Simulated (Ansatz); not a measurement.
## S on Ag(111): change of the work function

Wanted: Δφ(θ) for S/Ag(111), starting from the fcc site.

Method: plane-wave DFT, PBE, Ansatz PAW, in Ansatz 0.2.0.

## 1. The starting structure

The cell holds 4 atoms: 4 Ag. Cell: a = 2.892 Å, b = 2.892 Å, c = 25.084 Å, α = 90.0°, β = 90.0°, γ = 60.0°. Vacuum lies along c.

## 2. The clean slab

The bare slab comes first, as the zero from which every change is counted. The two lowest layers are held at bulk places and the upper ones relax. The dipole correction removes the false field that a one-sided slab makes across the periodic vacuum, so each face gets a flat vacuum level of its own.

Input file input.yaml:

```yaml
crystal:
  lattice:
    - [2.8920667351, 0.0, 0.0]
    - [1.4460333675, 2.504603262, 0.0]
    - [0.0, 0.0, 25.084087803]
  atoms:
    - { symbol: Ag, position: [0.0, 0.0, 0.3587931947] }
    - { symbol: Ag, position: [0.3333333333, 0.3333333333, 0.4529310649] }
    - { symbol: Ag, position: [0.6666666667, 0.6666666667, 0.5470689351] }
    - { symbol: Ag, position: [0.0, 0.0, 0.6412068053] }
kpoints:
  mp_grid: { grid: [12, 12, 1] }
hamiltonian:
  xc: pbe
scf:
  occupations: { method: fermi_dirac, width: 0.1 }
  convergence: { dr2_threshold: 1.0e-08 }
efield:
  axis: 3
  dipole_correction: true
  ramp_position: 0.97
  ramp_width: 0.06
relax:
  f_tol: 0.02
  max_steps: 60
  constraints: [{ sites: [0, 1] }]
output:
  write_potential: true
  write_density: true
  volumetric_format: npy
```

On the command line:

```sh
$ ansatz run input.yaml --threads 4 --pin off --max-ram 6144MiB --backend cpu --events-out ev --progress --plain --runs-dir out
```

Numbers of over 12 decimals in the logs are rounded to 6 here.

Log:

```text
Engine: ansatz 0.2.0, x86_64-unknown-linux-gnu
Pseudopotentials: kind: paw
Pseudopotential: Ag, paw, valence charge 19, recommended cutoff 420 eV (normal), Ag.paw.azcp
Functional definition: PBE
  parameter kappa = 0.804
  parameter beta = 0.066725
  exchange = pbe_x(kappa = kappa, mu = beta*pi^2/3)
  correlation = pbe_c(beta = beta)
Crystal: 4 atoms, lattice volume = 181.696 Å³
Basis set: ecut = 420 eV, 3551 PW (Γ), exchange–correlation on 40×40×360 points (8 copies of the dense FFT grid, shifted against one another)
Bands: 46, of which v1, the nominal top of the filled ones, is band 38 counted from 1 (37 counted from 0)
Symmetry: 6 space group operations
k-points: 19 of 144 (time reversal used)
Non-local potential: Ag, projectors of the file, l = 0: 3, l = 1: 2, l = 2: 2, l = 3: 1
PAW form: soft (Blöchl's): semilocal exchange-correlation on the pseudo side does not see the compensation charge
PAW one-centre angular grid: Ag, 590 points (default); XC on 64 Gauss nodes
Initial density: superposition of atomic densities (neutral atoms: chi_scale 0, normalization atom), corrected by the library's trained network
Initial wavefunctions: pseudopotential atomic-orbital guess
Functional: x = pbe(κ = 0.804, μ = 0.219515), c = pbe(β = 0.066725)
SCF iter   1: F=—  HF=-30361.536039 eV  |F-HF|=—  |Δ(HF+E_count)|=         —  Δρ=1.43e-3  dr2=2.13e-2  ethr=1.77e-3  p=0.000 e·Å  D=2.60e-13 V/Å  ΔV_dip=-0.00 eV  dr2_dipole=1.52e-9  V_vac-E_F(+/−)=4.39/4.39 eV  ⟨swp⟩=7.4  Hψ=3672  notcnv=0  defer=12
efield: sawtooth ramp at fractional position 0.9700 (set: `efield.ramp_position`, or a place that a band, a saddle search or an elastic batch's reference lends), width 0.0600; the density the first Hamiltonian is built on has a dipole p = 0.000 e·Å; the dipole correction subtracts the counter field D = 2.60e-13 V/Å, which shifts the + side's vacuum level by -0.00 eV against the − side's; the planar-averaged density in the ramp window peaks in size at 3.3e-6 e/Å³
preconditioner: auto → LDOS  [metal: Δε(μ)=0.132 eV  Ē_g=9.346 eV  σ=0.100 eV  W_gap=0.32  n_scr=18 (ndim 8)  ℏωp=18.3 eV  f_vac=0.583  D(μ)=0.82/eV (n_scr^D=6)  β→1.0]
SCF iter   2: F=—  HF=-30361.540487 eV  |F-HF|=—  |Δ(HF+E_count)|=   4.45e-3  Δρ=1.71e-3  dr2=1.09e-2  ethr=2.80e-5  p=-0.000 e·Å  D=-9.71e-6 V/Å  ΔV_dip=0.00 eV  dr2_dipole=2.65e-10  V_vac-E_F(+/−)=4.43/4.43 eV  ⟨swp⟩=2.2  Hψ=1740  notcnv=0  defer=25
SCF iter   3: F=—  HF=-30361.538903 eV  |F-HF|=—  |Δ(HF+E_count)|=   1.58e-3  Δρ=5.15e-4  dr2=3.95e-4  ethr=1.43e-5  p=-0.000 e·Å  D=-2.42e-6 V/Å  ΔV_dip=0.00 eV  dr2_dipole=6.35e-10  V_vac-E_F(+/−)=4.45/4.45 eV  ⟨swp⟩=2.0  Hψ=1312  notcnv=0  defer=25
SCF iter   4: F=—  HF=-30361.538836 eV  |F-HF|=—  |Δ(HF+E_count)|=   6.70e-5  Δρ=7.08e-5  dr2=1.22e-5  ethr=5.20e-7  p=-0.000 e·Å  D=-1.66e-6 V/Å  ΔV_dip=0.00 eV  dr2_dipole=2.22e-10  V_vac-E_F(+/−)=4.45/4.45 eV  ⟨swp⟩=3.2  Hψ=1672  notcnv=0  defer=25
SCF iter   5: F=—  HF=-30361.538841 eV  |F-HF|=—  |Δ(HF+E_count)|=   4.57e-6  Δρ=2.65e-5  dr2=1.77e-6  ethr=1.60e-8  p=-0.000 e·Å  D=-6.24e-8 V/Å  ΔV_dip=0.00 eV  dr2_dipole=2.13e-12  V_vac-E_F(+/−)=4.45/4.45 eV  ⟨swp⟩=2.6  Hψ=1527  notcnv=0  defer=25
SCF iter   6: F=—  HF=-30361.538866 eV  |F-HF|=—  |Δ(HF+E_count)|=   2.56e-5  Δρ=9.20e-6  dr2=1.40e-7  ethr=2.33e-9  p=0.000 e·Å  D=9.55e-8 V/Å  ΔV_dip=-0.00 eV  dr2_dipole=5.77e-13  V_vac-E_F(+/−)=4.46/4.46 eV  ⟨swp⟩=2.2  Hψ=1219  notcnv=0  defer=25
SCF iter   7: F=—  HF=-30361.538866 eV  |F-HF|=—  |Δ(HF+E_count)|=   3.58e-8  Δρ=3.14e-6  dr2=2.09e-8  ethr=1.84e-10  p=0.000 e·Å  D=3.04e-8 V/Å  ΔV_dip=-0.00 eV  dr2_dipole=6.05e-13  V_vac-E_F(+/−)=4.46/4.46 eV  ⟨swp⟩=2.4  Hψ=1593  notcnv=0  defer=25
SCF iter   8: F=-30361.538866 eV  HF=-30361.538866 eV  |F-HF|=2.71e-9  |Δ(HF+E_count)|=   5.29e-9  Δρ=6.78e-7  dr2=5.64e-10  ethr=1.32e-11  p=-0.000 e·Å  D=-6.97e-9 V/Å  ΔV_dip=0.00 eV  dr2_dipole=1.63e-14  V_vac-E_F(+/−)=4.46/4.46 eV  ⟨swp⟩=8.7  Hψ=5215  notcnv=0
SCF 1 converged in 8 iterations: F = -30361.538866 eV  dr2 = 5.64e-10
  greatest PAW one-centre occupation: 1.000 electrons in one spin orbital (limit 2), on the Ag atom at site 1 (counted from 0), in its partial waves of l = 0
relax step   1: F+E_penalty+E_count = -30361.53886649 eV  Δ(F+E_penalty+E_count) = +0.000e0 eV  max|allowed force component| = 1.394e-1 eV/Å  Δτ_max = 0.0000 Å  (8 SCF iters, accepted)
Initial density: handed on by an earlier stage of this run
Initial wavefunctions: those handed on with the density
iter 1 solved again at ethr=1.65e-5 eV; its pass at ethr=3.10e-3 eV (dr2=1.25e-2 eV) is discarded
SCF iter   1: F=—  HF=-30361.545711 eV  |F-HF|=—  |Δ(HF+E_count)|=         —  Δρ=2.56e-3  dr2=1.12e-2  ethr=1.65e-5  p=-0.000 e·Å  D=-2.73e-8 V/Å  ΔV_dip=0.00 eV  dr2_dipole=8.08e-5  V_vac-E_F(+/−)=4.45/4.45 eV  ⟨swp⟩=2.0  Hψ=3443  notcnv=0  defer=33
efield: sawtooth ramp at fractional position 0.9700 (set: `efield.ramp_position`, or a place that a band, a saddle search or an elastic batch's reference lends), width 0.0600; the density the first Hamiltonian is built on has a dipole p = -0.000 e·Å; the dipole correction subtracts the counter field D = -2.73e-8 V/Å, which shifts the + side's vacuum level by +0.00 eV against the − side's; the planar-averaged density in the ramp window peaks in size at 6.5e-7 e/Å³
preconditioner: auto → LDOS  [metal: Δε(μ)=0.209 eV  Ē_g=9.267 eV  σ=0.100 eV  W_gap=0.48  n_scr=18 (ndim 8)  ℏωp=18.3 eV  f_vac=0.579  D(μ)=0.92/eV (n_scr^D=6)  β→1.0]
SCF iter   2: F=—  HF=-30361.545729 eV  |F-HF|=—  |Δ(HF+E_count)|=   1.82e-5  Δρ=2.20e-3  dr2=1.62e-2  ethr=1.47e-5  p=0.001 e·Å  D=1.26e-3 V/Å  ΔV_dip=-0.03 eV  dr2_dipole=1.53e-3  V_vac-E_F(+/−)=4.40/4.43 eV  ⟨swp⟩=2.1  Hψ=1485  notcnv=0  defer=33
SCF iter   3: F=—  HF=-30361.542237 eV  |F-HF|=—  |Δ(HF+E_count)|=   3.49e-3  Δρ=4.16e-4  dr2=3.20e-4  ethr=1.47e-5  p=-0.002 e·Å  D=-1.87e-3 V/Å  ΔV_dip=0.05 eV  dr2_dipole=4.02e-5  V_vac-E_F(+/−)=4.49/4.44 eV  ⟨swp⟩=2.0  Hψ=1399  notcnv=0  defer=33
SCF iter   4: F=—  HF=-30361.542206 eV  |F-HF|=—  |Δ(HF+E_count)|=   3.17e-5  Δρ=2.30e-4  dr2=1.11e-4  ethr=4.21e-7  p=-0.001 e·Å  D=-1.01e-3 V/Å  ΔV_dip=0.03 eV  dr2_dipole=2.24e-7  V_vac-E_F(+/−)=4.47/4.44 eV  ⟨swp⟩=2.2  Hψ=1528  notcnv=0  defer=33
SCF iter   5: F=—  HF=-30361.542194 eV  |F-HF|=—  |Δ(HF+E_count)|=   1.19e-5  Δρ=3.25e-5  dr2=3.43e-6  ethr=1.46e-7  p=-0.001 e·Å  D=-1.14e-3 V/Å  ΔV_dip=0.03 eV  dr2_dipole=7.57e-7  V_vac-E_F(+/−)=4.47/4.44 eV  ⟨swp⟩=2.0  Hψ=1327  notcnv=0  defer=33
SCF iter   6: F=—  HF=-30361.542212 eV  |F-HF|=—  |Δ(HF+E_count)|=   1.83e-5  Δρ=1.26e-5  dr2=3.00e-7  ethr=4.51e-9  p=-0.001 e·Å  D=-1.17e-3 V/Å  ΔV_dip=0.03 eV  dr2_dipole=8.74e-9  V_vac-E_F(+/−)=4.47/4.44 eV  ⟨swp⟩=2.0  Hψ=1297  notcnv=0  defer=33
SCF iter   7: F=—  HF=-30361.542212 eV  |F-HF|=—  |Δ(HF+E_count)|=   9.44e-8  Δρ=3.85e-6  dr2=3.51e-8  ethr=3.94e-10  p=-0.001 e·Å  D=-1.17e-3 V/Å  ΔV_dip=0.03 eV  dr2_dipole=2.80e-12  V_vac-E_F(+/−)=4.47/4.44 eV  ⟨swp⟩=2.0  Hψ=1501  notcnv=0  defer=33
SCF iter   8: F=-30361.542212 eV  HF=-30361.542212 eV  |F-HF|=2.99e-9  |Δ(HF+E_count)|=   2.52e-8  Δρ=8.95e-7  dr2=1.21e-9  ethr=1.32e-11  p=-0.001 e·Å  D=-1.16e-3 V/Å  ΔV_dip=0.03 eV  dr2_dipole=2.58e-11  V_vac-E_F(+/−)=4.47/4.44 eV  ⟨swp⟩=9.0  Hψ=5307  notcnv=0
SCF 2 converged in 8 iterations: F = -30361.542212 eV  dr2 = 1.21e-9
relax step   2: F+E_penalty+E_count = -30361.54221217 eV  Δ(F+E_penalty+E_count) = -3.346e-3 eV  max|allowed force component| = 5.879e-2 eV/Å  Δτ_max = 0.1208 Å  (8 SCF iters, accepted)
SCF iter   1: F=—  HF=-30361.543996 eV  |F-HF|=—  |Δ(HF+E_count)|=         —  Δρ=9.71e-4  dr2=1.77e-3  ethr=2.01e-5  p=-0.001 e·Å  D=-1.16e-3 V/Å  ΔV_dip=0.03 eV  dr2_dipole=5.25e-5  V_vac-E_F(+/−)=4.48/4.45 eV  ⟨swp⟩=3.8  Hψ=2048  notcnv=0  defer=33
efield: sawtooth ramp at fractional position 0.9700 (set: `efield.ramp_position`, or a place that a band, a saddle search or an elastic batch's reference lends), width 0.0600; the density the first Hamiltonian is built on has a dipole p = -0.001 e·Å; the dipole correction subtracts the counter field D = -1.16e-3 V/Å, which shifts the + side's vacuum level by +0.03 eV against the − side's; the planar-averaged density in the ramp window peaks in size at 7.8e-7 e/Å³
preconditioner: auto → LDOS  [metal: Δε(μ)=0.206 eV  Ē_g=9.288 eV  σ=0.100 eV  W_gap=0.47  n_scr=18 (ndim 8)  ℏωp=18.3 eV  f_vac=0.581  D(μ)=0.89/eV (n_scr^D=6)  β→1.0]
SCF iter   2: F=—  HF=-30361.544014 eV  |F-HF|=—  |Δ(HF+E_count)|=   1.81e-5  Δρ=9.28e-4  dr2=2.53e-3  ethr=2.33e-6  p=-0.002 e·Å  D=-1.70e-3 V/Å  ΔV_dip=0.04 eV  dr2_dipole=3.84e-5  V_vac-E_F(+/−)=4.50/4.46 eV  ⟨swp⟩=2.7  Hψ=1897  notcnv=0  defer=33
SCF iter   3: F=—  HF=-30361.543440 eV  |F-HF|=—  |Δ(HF+E_count)|=   5.74e-4  Δρ=1.90e-4  dr2=6.10e-5  ethr=2.33e-6  p=-0.001 e·Å  D=-6.14e-4 V/Å  ΔV_dip=0.02 eV  dr2_dipole=4.87e-6  V_vac-E_F(+/−)=4.47/4.45 eV  ⟨swp⟩=2.0  Hψ=1396  notcnv=0  defer=33
SCF iter   4: F=—  HF=-30361.543423 eV  |F-HF|=—  |Δ(HF+E_count)|=   1.78e-5  Δρ=8.92e-5  dr2=1.40e-5  ethr=8.03e-8  p=-0.001 e·Å  D=-8.67e-4 V/Å  ΔV_dip=0.02 eV  dr2_dipole=8.59e-9  V_vac-E_F(+/−)=4.47/4.45 eV  ⟨swp⟩=2.5  Hψ=1546  notcnv=0  defer=33
SCF iter   5: F=—  HF=-30361.543428 eV  |F-HF|=—  |Δ(HF+E_count)|=   5.44e-6  Δρ=1.46e-5  dr2=9.75e-7  ethr=1.84e-8  p=-0.001 e·Å  D=-8.27e-4 V/Å  ΔV_dip=0.02 eV  dr2_dipole=2.55e-7  V_vac-E_F(+/−)=4.47/4.45 eV  ⟨swp⟩=2.0  Hψ=1332  notcnv=0  defer=33
SCF iter   6: F=—  HF=-30361.543462 eV  |F-HF|=—  |Δ(HF+E_count)|=   3.41e-5  Δρ=4.76e-6  dr2=6.34e-8  ethr=1.28e-9  p=-0.001 e·Å  D=-8.00e-4 V/Å  ΔV_dip=0.02 eV  dr2_dipole=9.80e-9  V_vac-E_F(+/−)=4.47/4.45 eV  ⟨swp⟩=2.0  Hψ=1200  notcnv=0  defer=33
SCF iter   7: F=—  HF=-30361.543462 eV  |F-HF|=—  |Δ(HF+E_count)|=   2.80e-8  Δρ=1.89e-6  dr2=1.05e-8  ethr=1.32e-11  p=-0.001 e·Å  D=-7.97e-4 V/Å  ΔV_dip=0.02 eV  dr2_dipole=1.63e-11  V_vac-E_F(+/−)=4.47/4.45 eV  ⟨swp⟩=9.1  Hψ=5612  notcnv=0
SCF iter   8: F=-30361.543462 eV  HF=-30361.543462 eV  |F-HF|=9.75e-10  |Δ(HF+E_count)|=   4.10e-9  Δρ=4.65e-7  dr2=2.72e-10  ethr=1.32e-11  p=-0.001 e·Å  D=-7.96e-4 V/Å  ΔV_dip=0.02 eV  dr2_dipole=9.85e-14  V_vac-E_F(+/−)=4.47/4.45 eV  ⟨swp⟩=8.2  Hψ=5047  notcnv=0
SCF 3 converged in 8 iterations: F = -30361.543462 eV  dr2 = 2.72e-10
relax step   3: F+E_penalty+E_count = -30361.54346218 eV  Δ(F+E_penalty+E_count) = -1.250e-3 eV  max|allowed force component| = 3.526e-3 eV/Å  Δτ_max = 0.0437 Å  (8 SCF iters, accepted)
NSCF: frozen V_eff on 19 k-points
the band table was solved once a step of the walk had ended and its energy, with any forces and stress, was formed, with the checks that follow a solve (4634 applications of the Hamiltonian). They found nothing against the state; the energy, forces and stress were not computed again (output.eigenvalues in the input reference)
SCF converged after 8 iterations
Free energy (F): -30361.543462 eV
Harris-Foulkes:  -30361.543462 eV  (|F-HF|=9.75e-10)
Internal energy: -30361.511446 eV  (E = F + TS)
E sigma→0 (E₀):  -30361.527454 eV
Entropy (-TS):   -0.032016 eV (-8.004 meV/atom)
Fermi energy:    3.774940 eV
Dipole field:    D = -0.000797 V/Å  (p = -0.000800 e·Å, saw-weighted, corrected)
Work function:   Φ+ = 4.4694 eV   Φ− = 4.4494 eV
Levels:          The Fermi level and band energies are counted from a zero that moves with the ramp; work functions are not
--- Per-component energies (eV) ---
  E_band       = -1960.547775
  E_kinetic    = 2109.099075
  E_local      = -128020.276693  (includes V_loc(G=0)·N_el)
  E_nonlocal   = 320.756909
  E_hartree    = 63107.808708
  E_xc         = -738.272181
  E_vxc        = -937.843934  (∫ρ·V_xc dr)
  E_paw        = -15609.056264  (= ΣΔE_a)
  E_vpaw       = -1647.903650  (= ΣTr[D̂ρ^β])
  E_aug_tail   = 0.001306  (compensation charges beyond the density's cutoff)
  E_efield     = 0.000000  (sawtooth field / dipole correction)
  E_vefield    = 0.001582  (∫n·V_field dr)
  E_ewald      = 48468.427694
  E_smearing   = -0.032016  (= −TS)
  E_closure    = -0.000000  (closes the sum)
  Σ components = -30361.543462   (vs F -30361.543462, Δ=0.00e0)
--- Forces (eV/Å), atoms counted from 1 ---
  atom   1  Ag    -0.00000000     0.00000000    -0.13252267
  atom   2  Ag     0.00000000    -0.00000000     0.12981904
  atom   3  Ag    -0.00000000    -0.00000000     0.00352622
  atom   4  Ag    -0.00000000     0.00000000    -0.00082127
  max |Σ_I F_I| component: 1.31e-6 eV/Å
--- Band table (eV; the first three rows and the last of 19) ---
  k-point 0: bands = [... 34 lower, 0.3804, 0.4880, 0.4880, 0.7234, 0.7234, 2.7357, 3.9494, 7.7601, ... 4 higher]
  k-point 1: bands = [... 34 lower, 0.3192, 0.4035, 0.4876, 0.7293, 1.0045, 3.0032, 4.3438, 7.8970, ... 4 higher]
  k-point 2: bands = [... 34 lower, 0.1786, 0.4121, 0.4831, 0.7430, 1.5725, 3.6517, 5.3129, 8.3086, ... 4 higher]
  k-point 18: bands = [... 34 lower, 0.6631, 0.6714, 7.1502, 7.3285, 7.3357, 8.0731, 8.0825, 8.4313, ... 4 higher]
--- Relaxed structure (3 steps of the walk, 3 accepted, 0 SCFs on fresh bases) ---
  F+E_penalty+E_count = -30361.54346218 eV   max|allowed force component| = 3.526e-3 eV/Å
  atoms:
    - { symbol: Ag, position: [0.0, 0.0, 0.3587931947] }
    - { symbol: Ag, position: [0.333333, 0.333333, 0.452931] }
    - { symbol: Ag, position: [0.666667, 0.666667, 0.548158] }
    - { symbol: Ag, position: [2.5445411667508047e-18, -1.1400014543183414e-18, 0.644283] }
```

Wall time 4.6 s (4 threads of AMD EPYC 9R45, shared host); peak memory 0.6 GiB; 15 s of CPU time.

The steps of the relaxation:

| step | energy less that of the first step (eV) | largest force component (eV/Å) |
| --- | --- | --- |
| 1 | 0.0000 | 0.1394 |
| 2 | -0.0033 | 0.0588 |
| 3 | -0.0046 | 0.0035 |

Forces are held to the 6 operations that the run works with; a distortion that breaks them can't arise in this run.

The atoms that moved most (Å):

| atom | dx | dy | dz | length |
| --- | --- | --- | --- | --- |
| Ag4 | 0.000 | 0.000 | 0.077 | 0.077 |
| Ag3 | 0.000 | 0.000 | 0.027 | 0.027 |

The relaxed structure:

```cif
data_structure
_symmetry_space_group_name_H-M 'P 1'
_symmetry_Int_Tables_number 1
_cell_length_a 2.8921
_cell_length_b 2.8921
_cell_length_c 25.0841
_cell_angle_alpha 90.000
_cell_angle_beta 90.000
_cell_angle_gamma 60.000
_cell_volume 181.70
loop_
_atom_site_label
_atom_site_type_symbol
_atom_site_fract_x
_atom_site_fract_y
_atom_site_fract_z
_atom_site_occupancy
Ag1 Ag 0.00000 0.00000 0.35879 1
Ag2 Ag 0.33333 0.33333 0.45293 1
Ag3 Ag 0.66667 0.66667 0.54816 1
Ag4 Ag 0.00000 0.00000 0.64428 1
```

Numbers from this step:

- energy at zero smearing: -30361.5275 eV
- work function, upper face: 4.469 eV
- dipole along the normal: -8.00e-4 e·Å

Running mean over 2.361 Å of the planar mean; the ramp of the sawtooth is left out. The electron's electrostatic potential energy less the Fermi level by z:

z (Å), electron's electrostatic potential energy less the Fermi level (eV) and a bar from the least value:
```
        4       4.45 ##############################
        5       4.44 ##############################
        6       4.38 ##############################
        7       3.48 ###########################
        8      -2.25 ###########
        9      -5.85 #
       10      -6.03 
       11      -6.05 
       12      -5.92 
       13      -5.89 
       14      -5.97 
       15      -5.68 #
       16      -5.86 #
       17      -3.28 ########
       18       2.97 ##########################
       19       4.36 ##############################
       20       4.46 ##############################
       21       4.47 ##############################
       22       4.47 ##############################
```

The relaxation took 3 steps and lowered the energy by 0.0046 eV; the largest force on the free atoms ends at 0.0035 eV/Å.

The work function of the upper face is 4.47 eV.

(Part 1 of 3 ends here.)

[Logs are printed without paths, hosts, clocks, repeated set-up lines and the standing remarks that a program may print on its own settings, such as how far it seeks lower states.]

[Hosts, paths, dates, database ids (printed as entryN), source tags and the programs' standing remarks are cut or masked in the printed files.]

[Maps of the electrostatic potential energy from Ansatz leave out the sawtooth potential of an applied field or a dipole correction, so their vacuum need not be flat; planar profiles and work functions include it.]
